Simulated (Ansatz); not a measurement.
# How Au(111) screens a field

Wanted: the response of a Au(111) slab to a perpendicular field.

Method: plane-wave DFT, PBE, Ansatz PAW, in Ansatz 0.2.0.

**1. Starting point**

The cell holds 7 atoms: 7 Au. Its edges and angles: a = 2.885 Å, b = 2.885 Å, c = 32.134 Å, α = 90.0°, β = 90.0°, γ = 60.0°. Vacuum lies along c.

**2. Atoms held, field 0**

A sawtooth potential applies the field, turning back in the middle of the vacuum. With the dipole correction the typed value is the field outside the slab. The induced dipole is small, so the SCF threshold is tight.

input.yaml reads:

```yaml
crystal:
  lattice:
    - [2.8849956672, 0.0, 0.0]
    - [1.4424978336, 2.4984795376, 0.0]
    - [0.0, 0.0, 32.1335345898]
  atoms:
    - { symbol: Au, position: [0.0, 0.0, 0.2800812334] }
    - { symbol: Au, position: [0.3333333333, 0.3333333333, 0.3533874889] }
    - { symbol: Au, position: [0.6666666667, 0.6666666667, 0.4266937445] }
    - { symbol: Au, position: [0.0, 0.0, 0.5] }
    - { symbol: Au, position: [0.3333333333, 0.3333333333, 0.5733062555] }
    - { symbol: Au, position: [0.6666666667, 0.6666666667, 0.6466125111] }
    - { symbol: Au, position: [0.0, 0.0, 0.7199187666] }
kpoints:
  mp_grid: { grid: [24, 24, 1] }
hamiltonian:
  xc: pbe
scf:
  occupations: { method: fermi_dirac, width: 0.1 }
  convergence: { dr2_threshold: 1.0e-10 }
efield:
  axis: 3
  dipole_correction: true
  ramp_position: 0.97
  ramp_width: 0.06
  amplitude: 0
output:
  forces: true
  write_potential: true
  write_density: true
  volumetric_format: npy
```

On the command line:

```console
$ ansatz run input.yaml --threads 4 --pin off --max-ram 6144MiB --backend cpu --events-out ev --progress --plain --runs-dir out
```

Numbers of over 12 decimals in the logs are rounded to 6 here.

The program printed:

```text
Engine: ansatz 0.2.0, x86_64-unknown-linux-gnu
Pseudopotentials: kind: paw
Pseudopotential: Au, paw, valence charge 19, recommended cutoff 420 eV (normal), Au.paw.azcp
Functional definition: PBE
  parameter kappa = 0.804
  parameter beta = 0.066725
  exchange = pbe_x(kappa = kappa, mu = beta*pi^2/3)
  correlation = pbe_c(beta = beta)
Crystal: 7 atoms, lattice volume = 231.622 Å³
Basis set: ecut = 420 eV, 4535 PW (Γ), exchange–correlation on 40×40×432 points (8 copies of the dense FFT grid, shifted against one another)
Bands: 80, of which v1, the nominal top of the filled ones, is band 67 counted from 1 (66 counted from 0)
Symmetry: 6 space group operations
k-points: 61 of 576 (time reversal used)
Non-local potential: Au, projectors of the file, l = 0: 3, l = 1: 2, l = 2: 2, l = 3: 1
PAW form: soft (Blöchl's): semilocal exchange-correlation on the pseudo side does not see the compensation charge
PAW one-centre angular grid: Au, 590 points (default); XC on 64 Gauss nodes
Initial density: superposition of atomic densities (neutral atoms: chi_scale 0, normalization atom), corrected by the library's trained network
Initial wavefunctions: pseudopotential atomic-orbital guess
Functional: x = pbe(κ = 0.804, μ = 0.219515), c = pbe(β = 0.066725)
SCF iter   1: F=—  HF=-92044.608527 eV  |F-HF|=—  |Δ(HF+E_count)|=         —  Δρ=3.71e-3  dr2=1.32e0  ethr=1.77e-3  p=0.000 e·Å  D=4.77e-13 V/Å  ΔV_dip=-0.00 eV  dr2_dipole=1.16e-8  V_vac-E_F(+/−)=4.59/4.59 eV  ⟨swp⟩=7.8  Hψ=20115  notcnv=0  defer=124
efield: sawtooth ramp at fractional position 0.9700 (set: `efield.ramp_position`, or a place that a band, a saddle search or an elastic batch's reference lends), width 0.0600; the density the first Hamiltonian is built on has a dipole p = 0.000 e·Å; the dipole correction subtracts the counter field D = 4.77e-13 V/Å, which shifts the + side's vacuum level by -0.00 eV against the − side's; the planar-averaged density in the ramp window peaks in size at 2.4e-6 e/Å³
preconditioner: auto → LDOS  [metal: Δε(μ)=0.031 eV  Ē_g=9.489 eV  σ=0.100 eV  W_gap=0.08  n_scr=24 (ndim 8)  ℏωp=21.4 eV  f_vac=0.459  D(μ)=2.27/eV (n_scr^D=12)  β→1.0]
SCF iter   2: F=—  HF=-92044.573202 eV  |F-HF|=—  |Δ(HF+E_count)|=   3.53e-2  Δρ=1.78e-3  dr2=1.85e-2  ethr=9.93e-4  p=0.000 e·Å  D=2.82e-6 V/Å  ΔV_dip=-0.00 eV  dr2_dipole=4.87e-10  V_vac-E_F(+/−)=5.17/5.17 eV  ⟨swp⟩=2.0  Hψ=5888  notcnv=0  defer=201
SCF iter   3: F=—  HF=-92044.573415 eV  |F-HF|=—  |Δ(HF+E_count)|=   2.13e-4  Δρ=9.51e-4  dr2=5.79e-3  ethr=1.39e-5  p=0.000 e·Å  D=1.06e-6 V/Å  ΔV_dip=-0.00 eV  dr2_dipole=2.44e-11  V_vac-E_F(+/−)=5.09/5.09 eV  ⟨swp⟩=3.0  Hψ=9866  notcnv=0  defer=201
SCF iter   4: F=—  HF=-92044.572390 eV  |F-HF|=—  |Δ(HF+E_count)|=   1.03e-3  Δρ=3.05e-4  dr2=4.44e-4  ethr=4.36e-6  p=0.000 e·Å  D=4.32e-7 V/Å  ΔV_dip=-0.00 eV  dr2_dipole=2.34e-12  V_vac-E_F(+/−)=5.14/5.14 eV  ⟨swp⟩=2.2  Hψ=7371  notcnv=0  defer=201
SCF iter   5: F=—  HF=-92044.572303 eV  |F-HF|=—  |Δ(HF+E_count)|=   8.70e-5  Δρ=7.47e-5  dr2=1.78e-5  ethr=3.34e-7  p=0.000 e·Å  D=1.66e-7 V/Å  ΔV_dip=-0.00 eV  dr2_dipole=3.26e-13  V_vac-E_F(+/−)=5.14/5.14 eV  ⟨swp⟩=2.4  Hψ=7524  notcnv=0  defer=201
SCF iter   6: F=—  HF=-92044.572306 eV  |F-HF|=—  |Δ(HF+E_count)|=   3.79e-6  Δρ=1.84e-5  dr2=2.04e-6  ethr=1.34e-8  p=0.000 e·Å  D=1.76e-8 V/Å  ΔV_dip=-0.00 eV  dr2_dipole=3.87e-13  V_vac-E_F(+/−)=5.14/5.14 eV  ⟨swp⟩=2.9  Hψ=9232  notcnv=0  defer=201
SCF iter   7: F=—  HF=-92044.572618 eV  |F-HF|=—  |Δ(HF+E_count)|=   3.12e-4  Δρ=6.16e-6  dr2=1.23e-7  ethr=1.53e-9  p=-0.000 e·Å  D=-3.89e-9 V/Å  ΔV_dip=0.00 eV  dr2_dipole=2.05e-13  V_vac-E_F(+/−)=5.14/5.14 eV  ⟨swp⟩=2.1  Hψ=7114  notcnv=0  defer=199
SCF iter   8: F=—  HF=-92044.572618 eV  |F-HF|=—  |Δ(HF+E_count)|=   2.02e-8  Δρ=2.21e-6  dr2=1.56e-8  ethr=9.28e-11  p=0.000 e·Å  D=3.41e-9 V/Å  ΔV_dip=-0.00 eV  dr2_dipole=9.69e-13  V_vac-E_F(+/−)=5.14/5.14 eV  ⟨swp⟩=2.3  Hψ=8177  notcnv=0  defer=199
SCF iter   9: F=—  HF=-92044.572619 eV  |F-HF|=—  |Δ(HF+E_count)|=   2.15e-8  Δρ=6.51e-7  dr2=1.04e-9  ethr=1.17e-11  p=0.000 e·Å  D=3.88e-9 V/Å  ΔV_dip=-0.00 eV  dr2_dipole=1.03e-13  V_vac-E_F(+/−)=5.14/5.14 eV  ⟨swp⟩=2.3  Hψ=7398  notcnv=0  defer=197
iter 10 met the thresholds in force, and the SCF goes on: an eigenvalue changes by 2.62 meV, over its tolerance of 1.01 meV (output.eigenvalues, Limitations)
SCF iter  10: F=-92044.572619 eV  HF=-92044.572619 eV  |F-HF|=1.44e-9  |Δ(HF+E_count)|=   7.74e-9  Δρ=1.94e-7  dr2=5.54e-11  ethr=1.00e-12  p=-0.000 e·Å  D=-3.52e-9 V/Å  ΔV_dip=0.00 eV  dr2_dipole=1.27e-15  V_vac-E_F(+/−)=5.14/5.14 eV  ⟨swp⟩=20.5  Hψ=36210  notcnv=0
SCF iter  11: F=-92044.572619 eV  HF=-92044.572619 eV  |F-HF|=3.35e-10  |Δ(HF+E_count)|=   1.31e-9  Δρ=4.72e-8  dr2=4.80e-12  ethr=1.00e-12  p=0.000 e·Å  D=9.24e-12 V/Å  ΔV_dip=-0.00 eV  dr2_dipole=1.12e-16  V_vac-E_F(+/−)=5.14/5.14 eV  ⟨swp⟩=7.6  Hψ=26192  notcnv=0
SCF 1 converged in 11 iterations: F = -92044.572619 eV  dr2 = 4.80e-12
  greatest PAW one-centre occupation: 1.000 electrons in one spin orbital (limit 2), on the Au atom at site 3 (counted from 0), in its partial waves of l = 0
WARN: The output density's exchange-correlation potential varies sharply where the density is thin. Do not read a vacuum level from v_tot or v_xc, or from such a field of the output density. On a cell that repeats whose density bears no net charge and no dipole along the vacuum's axis use v_es (v_loc + v_h of the components); under efield.dipole_correction with no amplitude use v_es + v_field, which holds any externa [...]
SCF converged after 11 iterations
an eigenvalue changed by more than its tolerance at an iteration that met the thresholds in force, so the SCF went on 1 time: the last check found none over its tolerance
Free energy (F): -92044.572619 eV
Harris-Foulkes:  -92044.572619 eV  (|F-HF|=3.35e-10)
Internal energy: -92044.505341 eV  (E = F + TS)
E sigma→0 (E₀):  -92044.538980 eV
Entropy (-TS):   -0.067278 eV (-9.611 meV/atom)
Fermi energy:    8.124162 eV
Dipole field:    D = -0.000000 V/Å  (p = -0.000000 e·Å, saw-weighted, corrected)
Work function:   Φ+ = 5.1433 eV   Φ− = 5.1433 eV
Levels:          The Fermi level and band energies are counted from a zero that moves with the ramp; work functions are not
--- Per-component energies (eV) ---
  E_band       = -3096.971203
  E_kinetic    = 4234.901074
  E_local      = -298172.056353  (includes V_loc(G=0)·N_el)
  E_nonlocal   = 520.067263
  E_hartree    = 147388.954899
  E_xc         = -1595.757239
  E_vxc        = -1926.140524  (∫ρ·V_xc dr)
  E_paw        = -67947.521969  (= ΣΔE_a)
  E_vpaw       = -2531.663184  (= ΣTr[D̂ρ^β])
  E_aug_tail   = 0.010365  (compensation charges beyond the density's cutoff)
  E_efield     = 0.000000  (sawtooth field / dipole correction)
  E_vefield    = 0.000000  (∫n·V_field dr)
  E_ewald      = 123526.896619
  E_smearing   = -0.067278  (= −TS)
  E_closure    = 0.000000  (closes the sum)
  Σ components = -92044.572619   (vs F -92044.572619, Δ=0.00e0)
--- Forces (eV/Å), atoms counted from 1 ---
  atom   1  Au    -0.00000000     0.00000000    -0.49180118
  atom   2  Au     0.00000000     0.00000000     0.11631848
  atom   3  Au    -0.00000000    -0.00000000    -0.03272153
  atom   4  Au     0.00000000     0.00000000     0.00000000
  atom   5  Au     0.00000000     0.00000000     0.03272154
  atom   6  Au    -0.00000000    -0.00000000    -0.11631850
  atom   7  Au     0.00000000    -0.00000000     0.49180116
  max |Σ_I F_I| component: 2.32e-8 eV/Å
--- Band table (eV; the first three rows and the last of 61) ---
  k-point 0: bands = [... 63 lower, 5.6980, 5.6980, 6.0135, 6.0135, 6.1340, 6.1340, 7.4541, 7.9529, ... 9 higher]
  k-point 1: bands = [... 63 lower, 5.6993, 5.8444, 5.9392, 6.0153, 6.1370, 6.2365, 7.6066, 8.1486, ... 9 higher]
  k-point 2: bands = [... 63 lower, 5.6779, 5.7025, 5.9267, 6.0200, 6.1454, 6.6243, 7.9657, 8.6283, ... 9 higher]
  k-point 60: bands = [... 63 lower, 10.7404, 10.7432, 10.7432, 11.2144, 11.2144, 11.2748, 11.6387, 12.6406, ... 9 higher]
```

Run time: 39 s. Hardware: 4 threads of Intel Xeon Platinum 8488C (Sapphire Rapids), shared host; peak memory 1.2 GiB.

Reading the cycles: dr2 is the Hartree energy of the density residual (eV), the measure of convergence; HF is the Harris–Foulkes estimate of the energy, which meets the free energy F at convergence.

This step gave:

| Quantity | Value |
| --- | --- |
| energy at zero smearing | -92044.5390 eV |
| work function, upper face | 5.143 eV |
| dipole along the normal | -1.69e-8 e·Å |

Running mean over 2.356 Å of the planar mean; the ramp of the sawtooth is left out. The electron's electrostatic potential energy less the Fermi level by z:

z (Å), electron's electrostatic potential energy less the Fermi level (eV) and a bar from the least value:
```
      3.5       5.14 ##############################
      4.0       5.14 ##############################
      4.5       5.14 ##############################
      5.0       5.14 ##############################
      5.5       5.13 ##############################
      6.0       5.08 ##############################
      6.5       4.89 #############################
      7.0       4.09 ############################
      7.5       1.12 #####################
      8.0      -3.40 ############
      8.5      -7.01 ####
      9.0      -8.23 #
      9.5      -8.51 #
     10.0      -8.61 
     10.5      -8.68 
     11.0      -8.73 
     11.5      -8.77 
     12.0      -8.77 
     12.5      -8.77 
     13.0      -8.78 
     13.5      -8.79 
     14.0      -8.79 
     14.5      -8.79 
     15.0      -8.80 
     15.5      -8.80 
     16.0      -8.80 
     16.5      -8.80 
     17.0      -8.80 
     17.5      -8.79 
     18.0      -8.79 
     18.5      -8.79 
     19.0      -8.78 
     19.5      -8.78 
     20.0      -8.77 
     20.5      -8.77 
     21.0      -8.75 
     21.5      -8.69 
     22.0      -8.63 
     22.5      -8.54 #
     23.0      -8.34 #
     23.5      -7.56 ###
     24.0      -4.55 #########
     24.5      -0.03 ###################
     25.0       3.57 ###########################
     25.5       4.78 #############################
     26.0       5.05 ##############################
     26.5       5.12 ##############################
     27.0       5.14 ##############################
     27.5       5.14 ##############################
     28.0       5.14 ##############################
     28.5       5.14 ##############################
```

Force by atom:

| atom | x (eV/Å) | y (eV/Å) | z (eV/Å) | size |
| --- | --- | --- | --- | --- |
| Au1 | 0.000 | 0.000 | -0.492 | 0.492 |
| Au2 | 0.000 | 0.000 | 0.116 | 0.116 |
| Au3 | 0.000 | 0.000 | -0.033 | 0.033 |
| Au4 | 0.000 | 0.000 | 0.000 | 0.000 |
| Au5 | 0.000 | 0.000 | 0.033 | 0.033 |
| Au6 | 0.000 | 0.000 | -0.116 | 0.116 |
| Au7 | 0.000 | 0.000 | 0.492 | 0.492 |

The work function of the upper face is 5.14 eV.

**3. Single point, field 0.05 V/Å**

Changes to input.yaml since step 2:

```diff
@@ -25,3 +25,3 @@
   ramp_width: 0.06
-  amplitude: 0
+  amplitude: 0.05
 output:
```

The program printed:

```text
[...]
Crystal: 7 atoms, lattice volume = 231.622 Å³
Basis set: ecut = 420 eV, 4535 PW (Γ), exchange–correlation on 40×40×432 points (8 copies of the dense FFT grid, shifted against one another)
Bands: 80, of which v1, the nominal top of the filled ones, is band 67 counted from 1 (66 counted from 0)
Symmetry: 6 space group operations
k-points: 61 of 576 (time reversal used)
[...]
k-point 0: bands = [... 63 lower, 5.6979, 5.6979, 6.0134, 6.0134, 6.1339, 6.1339, 7.4538, 7.9530, ... 9 higher]
  k-point 1: bands = [... 63 lower, 5.6992, 5.8443, 5.9391, 6.0152, 6.1369, 6.2364, 7.6064, 8.1486, ... 9 higher]
  k-point 2: bands = [... 63 lower, 5.6779, 5.7024, 5.9267, 6.0199, 6.1453, 6.6242, 7.9655, 8.6282, ... 9 higher]
  k-point 60: bands = [... 63 lower, 10.7404, 10.7430, 10.7432, 11.2140, 11.2146, 11.2747, 11.6386, 12.6405, ... 9 higher]
[key lines of the parts left out:]
SCF converged after 11 iterations
Free energy (F): -92044.573473 eV
Fermi energy:    8.124069 eV
Dipole field:    D = 0.026717 V/Å  (p = 0.034199 e·Å, saw-weighted, corrected)
```

It took 26 s on 4 threads; peak memory 1.2 GiB.

The dipole is 0.0342 e·Å.

**4. Single point, field -0.05 V/Å**

Changes to input.yaml since step 3:

```diff
@@ -25,3 +25,3 @@
   ramp_width: 0.06
-  amplitude: 0.05
+  amplitude: -0.05
 output:
```

The program printed:

```text
[...]
Crystal: 7 atoms, lattice volume = 231.622 Å³
Basis set: ecut = 420 eV, 4535 PW (Γ), exchange–correlation on 40×40×432 points (8 copies of the dense FFT grid, shifted against one another)
Bands: 80, of which v1, the nominal top of the filled ones, is band 67 counted from 1 (66 counted from 0)
Symmetry: 6 space group operations
k-points: 61 of 576 (time reversal used)
[...]
k-point 0: bands = [... 63 lower, 5.6979, 5.6979, 6.0134, 6.0134, 6.1339, 6.1339, 7.4538, 7.9530, ... 9 higher]
  k-point 1: bands = [... 63 lower, 5.6992, 5.8443, 5.9391, 6.0152, 6.1369, 6.2364, 7.6064, 8.1486, ... 9 higher]
  k-point 2: bands = [... 63 lower, 5.6779, 5.7024, 5.9267, 6.0199, 6.1453, 6.6242, 7.9655, 8.6282, ... 9 higher]
  k-point 60: bands = [... 63 lower, 10.7404, 10.7430, 10.7432, 11.2140, 11.2146, 11.2747, 11.6386, 12.6405, ... 9 higher]
[key lines of the parts left out:]
SCF converged after 11 iterations
Free energy (F): -92044.573473 eV
Fermi energy:    8.124069 eV
Dipole field:    D = -0.026717 V/Å  (p = -0.034199 e·Å, saw-weighted, corrected)
```

It took 26 s on 4 threads; peak memory 1.2 GiB; 1.7 min of CPU time.

The dipole is -0.0342 e·Å.

**5. Atoms held, field 0.1 V/Å**

Changes to input.yaml since step 4:

```diff
@@ -25,3 +25,3 @@
   ramp_width: 0.06
-  amplitude: -0.05
+  amplitude: 0.1
 output:
```

The program printed:

```text
[...]
Crystal: 7 atoms, lattice volume = 231.622 Å³
Basis set: ecut = 420 eV, 4535 PW (Γ), exchange–correlation on 40×40×432 points (8 copies of the dense FFT grid, shifted against one another)
Bands: 80, of which v1, the nominal top of the filled ones, is band 67 counted from 1 (66 counted from 0)
Symmetry: 6 space group operations
k-points: 61 of 576 (time reversal used)
[...]
k-point 0: bands = [... 63 lower, 5.6976, 5.6976, 6.0132, 6.0132, 6.1337, 6.1337, 7.4531, 7.9531, ... 9 higher]
  k-point 1: bands = [... 63 lower, 5.6989, 5.8440, 5.9388, 6.0149, 6.1366, 6.2361, 7.6058, 8.1486, ... 9 higher]
  k-point 2: bands = [... 63 lower, 5.6776, 5.7022, 5.9264, 6.0196, 6.1450, 6.6239, 7.9650, 8.6281, ... 9 higher]
  k-point 60: bands = [... 63 lower, 10.7401, 10.7427, 10.7430, 11.2135, 11.2145, 11.2744, 11.6383, 12.6402, ... 9 higher]
[key lines of the parts left out:]
SCF converged after 12 iterations
Free energy (F): -92044.576038 eV
Fermi energy:    8.123786 eV
Dipole field:    D = 0.053435 V/Å  (p = 0.068398 e·Å, saw-weighted, corrected)
```

Elapsed: 26 s, on 4 threads; peak memory 1.2 GiB.

The dipole is 0.0684 e·Å.

**6. Atoms held, field -0.1 V/Å**

Changes to input.yaml since step 5:

```diff
@@ -25,3 +25,3 @@
   ramp_width: 0.06
-  amplitude: 0.1
+  amplitude: -0.1
 output:
```

The program printed:

```text
[...]
Crystal: 7 atoms, lattice volume = 231.622 Å³
Basis set: ecut = 420 eV, 4535 PW (Γ), exchange–correlation on 40×40×432 points (8 copies of the dense FFT grid, shifted against one another)
Bands: 80, of which v1, the nominal top of the filled ones, is band 67 counted from 1 (66 counted from 0)
Symmetry: 6 space group operations
k-points: 61 of 576 (time reversal used)
[...]
k-point 0: bands = [... 63 lower, 5.6976, 5.6976, 6.0132, 6.0132, 6.1337, 6.1337, 7.4531, 7.9531, ... 9 higher]
  k-point 1: bands = [... 63 lower, 5.6989, 5.8440, 5.9388, 6.0149, 6.1366, 6.2361, 7.6058, 8.1486, ... 9 higher]
  k-point 2: bands = [... 63 lower, 5.6776, 5.7022, 5.9264, 6.0196, 6.1450, 6.6239, 7.9650, 8.6281, ... 9 higher]
  k-point 60: bands = [... 63 lower, 10.7401, 10.7427, 10.7430, 11.2135, 11.2145, 11.2744, 11.6383, 12.6402, ... 9 higher]
[key lines of the parts left out:]
SCF converged after 12 iterations
Free energy (F): -92044.576038 eV
Fermi energy:    8.123786 eV
Dipole field:    D = -0.053435 V/Å  (p = -0.068398 e·Å, saw-weighted, corrected)
```

Elapsed: 26 s, on 4 threads; peak memory 1.2 GiB; 1.7 min of CPU time.

The dipole is -0.0684 e·Å.

**7. Atoms held, field 0.2 V/Å**

Changes to input.yaml since step 6:

```diff
@@ -25,3 +25,3 @@
   ramp_width: 0.06
-  amplitude: -0.1
+  amplitude: 0.2
 output:
```

The program printed:

```text
[...]
Crystal: 7 atoms, lattice volume = 231.622 Å³
Basis set: ecut = 420 eV, 4535 PW (Γ), exchange–correlation on 40×40×432 points (8 copies of the dense FFT grid, shifted against one another)
Bands: 80, of which v1, the nominal top of the filled ones, is band 67 counted from 1 (66 counted from 0)
Symmetry: 6 space group operations
k-points: 61 of 576 (time reversal used)
[...]
k-point 0: bands = [... 63 lower, 5.6965, 5.6965, 6.0121, 6.0121, 6.1326, 6.1326, 7.4501, 7.9536, ... 9 higher]
  k-point 1: bands = [... 63 lower, 5.6978, 5.8428, 5.9378, 6.0138, 6.1355, 6.2350, 7.6032, 8.1488, ... 9 higher]
  k-point 2: bands = [... 63 lower, 5.6764, 5.7010, 5.9254, 6.0185, 6.1439, 6.6227, 7.9630, 8.6276, ... 9 higher]
  k-point 60: bands = [... 63 lower, 10.7389, 10.7414, 10.7420, 11.2119, 11.2139, 11.2732, 11.6373, 12.6390, ... 9 higher]
[key lines of the parts left out:]
SCF converged after 12 iterations
Free energy (F): -92044.586298 eV
Fermi energy:    8.122654 eV
Dipole field:    D = 0.106877 V/Å  (p = 0.136805 e·Å, saw-weighted, corrected)
```

Elapsed: 25 s, on 4 threads; peak memory 1.2 GiB.

The dipole is 0.137 e·Å.

**8. Atoms held, field -0.2 V/Å**

Changes to input.yaml since step 7:

```diff
@@ -25,3 +25,3 @@
   ramp_width: 0.06
-  amplitude: 0.2
+  amplitude: -0.2
 output:
```

The program printed:

```text
[...]
Crystal: 7 atoms, lattice volume = 231.622 Å³
Basis set: ecut = 420 eV, 4535 PW (Γ), exchange–correlation on 40×40×432 points (8 copies of the dense FFT grid, shifted against one another)
Bands: 80, of which v1, the nominal top of the filled ones, is band 67 counted from 1 (66 counted from 0)
Symmetry: 6 space group operations
k-points: 61 of 576 (time reversal used)
[...]
k-point 0: bands = [... 63 lower, 5.6965, 5.6965, 6.0121, 6.0121, 6.1326, 6.1326, 7.4501, 7.9536, ... 9 higher]
  k-point 1: bands = [... 63 lower, 5.6978, 5.8428, 5.9378, 6.0138, 6.1355, 6.2350, 7.6032, 8.1488, ... 9 higher]
  k-point 2: bands = [... 63 lower, 5.6764, 5.7010, 5.9254, 6.0185, 6.1439, 6.6227, 7.9630, 8.6276, ... 9 higher]
  k-point 60: bands = [... 63 lower, 10.7389, 10.7414, 10.7420, 11.2119, 11.2139, 11.2732, 11.6373, 12.6390, ... 9 higher]
[key lines of the parts left out:]
SCF converged after 12 iterations
Free energy (F): -92044.586298 eV
Fermi energy:    8.122654 eV
Dipole field:    D = -0.106877 V/Å  (p = -0.136805 e·Å, saw-weighted, corrected)
```

The job ended after 27 s (4 threads; peak memory 1.2 GiB; 1.8 min of CPU time).

The dipole is -0.137 e·Å.

(Part 1 of 2 ends here.)

[Logs are printed without paths, hosts, clocks, repeated set-up lines and the standing remarks that a program may print on its own settings, such as how far it seeks lower states.]

[Hosts, paths, dates, database ids (printed as entryN), source tags and the programs' standing remarks are cut or masked in the printed files.]

[Maps of the electrostatic potential energy from Ansatz leave out the sawtooth potential of an applied field or a dipole correction, so their vacuum need not be flat; planar profiles and work functions include it.]
